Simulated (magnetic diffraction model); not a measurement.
## Solving a magnetic structure from powder neutron data: Mn2IN

Space group I4_1/amd (no. 141, origin choice 1), a = 5.1740 Å, c = 12.3100 Å.

```
site  atom    x    y       z
  4a     I    0  1/2     1/4
  8e    Mn  1/2  1/2  0.3339
  4b     N  1/2    0     1/4
```

This is a made-up structure (elements placed in a structure type, unrelaxed), so the numbers test the method and describe no known phase.

Only Mn is taken to order (form factors of Mn2+); orders and moment sizes are assumed, and not adapted to the symmetry. Radiation: neutrons of λ = 2.36 Å, 3° to 100°; isotropic B of 0.21 Å² (I), 0.27 Å² (Mn) and 0.34 Å² (N). Simulated constant-wavelength pattern: nuclear and magnetic terms add, the magnetic one as |2.695 fm × Σ f S⊥ exp(2πi Q·r) exp(−B s²)|², summed over all Q at one angle with the factor 1/(sin²θ cos θ). For a modulated order the moment at position r is S exp(−2πi k·r) + c.c., with S = m/2 for a sine wave of amplitude m and S = m(u + iv)/2 for moments turning in a plane, u and v being orthogonal unit vectors in it; the phase factor of the sum at Q = H + k is then exp(2πi H·r). Free-ion form factors, Sears's scattering lengths of 1992, no absorption; a label names one of the reflections at its angle. The strongest nuclear line in the range is 100, and lines under 0.2 are left out.

Above the ordering temperature:

```
2θ (°)    index      I
 28.65  (1 0 1)   20.2
 43.06  (1 0 3)    1.8
 44.07  (1 1 2)  100.0
 45.09  (0 0 4)   24.4
 54.27  (2 0 0)    5.4
 62.52  (2 1 1)   10.1
 64.12  (1 0 5)    4.7
 71.67  (2 1 3)    1.6
 73.15  (2 0 4)   45.4
 80.34  (2 2 0)    3.0
 82.51  (1 1 6)    5.9
 87.40  (3 0 1)    3.3
 88.83  (2 1 5)    6.2
 90.26  (1 0 7)    3.3
 95.83  (3 0 3)    0.6
 96.53  (3 1 2)   67.4
 97.25  (2 2 4)   34.1
```

Below it (cell unchanged):

```
2θ (°)      I
  8.72   96.0
 20.71    3.5
 23.80   13.0
 28.65   20.2
 30.00   27.2
 31.82    7.6
 37.19    1.0
 37.97    4.4
 39.08    8.3
 43.06    1.8
 44.03    5.3
 44.07  100.0
 44.68    6.3
 45.09   24.4
 46.02    2.3
 49.48    2.7
 50.39    8.2
 53.94    8.9
 54.27    5.4
 55.09    1.4
 56.24    2.7
 58.72    0.3
 60.08    2.0
 60.37    2.0
 62.52   10.1
 63.79    2.6
 64.12    4.7
 64.30    0.8
 64.85    0.2
 65.35    3.2
 67.63    0.2
 68.14    1.4
 68.89    1.2
 69.17    1.5
 70.92    0.6
 71.67    1.6
```
(The table stops after 36 lines; 33 more lie at higher angle.)

**Question.** Check that the new lines index with k = (0 1/3 0), then choose among these models:
A. a sine wave with moments along [001] (amplitudes given), 3.98 μB on Mn; signs + at (1/2, 1/2, 0.3339), + at (0, 1/2, 0.0839), − at (0, 1/2, 0.4161), + at (0, 0, 0.1661)
B. moments turning in the plane of [100] and [010], 3.98 μB on Mn; signs + at (1/2, 1/2, 0.3339), + at (0, 1/2, 0.0839), − at (0, 1/2, 0.4161), + at (0, 0, 0.1661)
C. moments turning in the plane of [100] and [001], 3.98 μB on Mn; signs + at (1/2, 1/2, 0.3339), + at (0, 1/2, 0.0839), − at (0, 1/2, 0.4161), + at (0, 0, 0.1661)
D. a sine wave with moments along [010] (amplitudes given), 3.98 μB on Mn; signs + at (1/2, 1/2, 0.3339), + at (0, 1/2, 0.0839), − at (0, 1/2, 0.4161), + at (0, 0, 0.1661)

The new lines index as (0 1/3 0) at 8.72°, (0 2/3 1) at 20.71°, (0 1/3 2) at 23.80° and (1 1/3 1) at 30.00°, that is as H ± k with k = (0 1/3 0), one of 2 inequivalent arms of its star (k and −k counted as one), which a powder can't tell apart. Satellites come in pairs about each point of the reciprocal lattice.

Magnetic intensity, observed (below minus above) and for each model:

| 2θ (°) | index | observed | A | B | C | D |
| --- | --- | --- | --- | --- | --- | --- |
| 8.72 | (0 1/3 0) | 96.0 | 48.0 | 48.0 | 96.0 | <0.2 |
| 23.80 | (0 1/3 2) | 13.0 | 1.6 | 21.4 | 13.0 | 9.9 |
| 30.00 | (1 1/3 1) | 27.2 | 21.6 | 28.5 | 27.2 | 22.9 |
| 37.97 | (0 2/3 3) | 4.4 | 0.8 | 6.5 | 4.4 | 2.9 |
| 44.03 | (1 1/3 3) | 5.3 | 2.1 | 8.1 | 5.3 | 4.9 |
| 44.68 | (1 4/3 0) | 6.3 | 3.6 | 3.6 | 6.3 | 0.9 |
| 50.39 | (1 4/3 2) | 8.2 | 4.1 | 6.2 | 8.2 | 2.0 |
| 53.94 | (1 5/3 1) | 8.9 | 5.0 | 5.5 | 8.9 | 1.6 |

Model C matches.

The structure used: k = (0 1/3 0), moments turning in the plane of [100] and [001], 3.98 μB on Mn; signs + at (1/2, 1/2, 0.3339), + at (0, 1/2, 0.0839), − at (0, 1/2, 0.4161), + at (0, 0, 0.1661).

[Logs are printed without paths, hosts, clocks, repeated set-up lines and the standing remarks that a program may print on its own settings, such as how far it seeks lower states.]
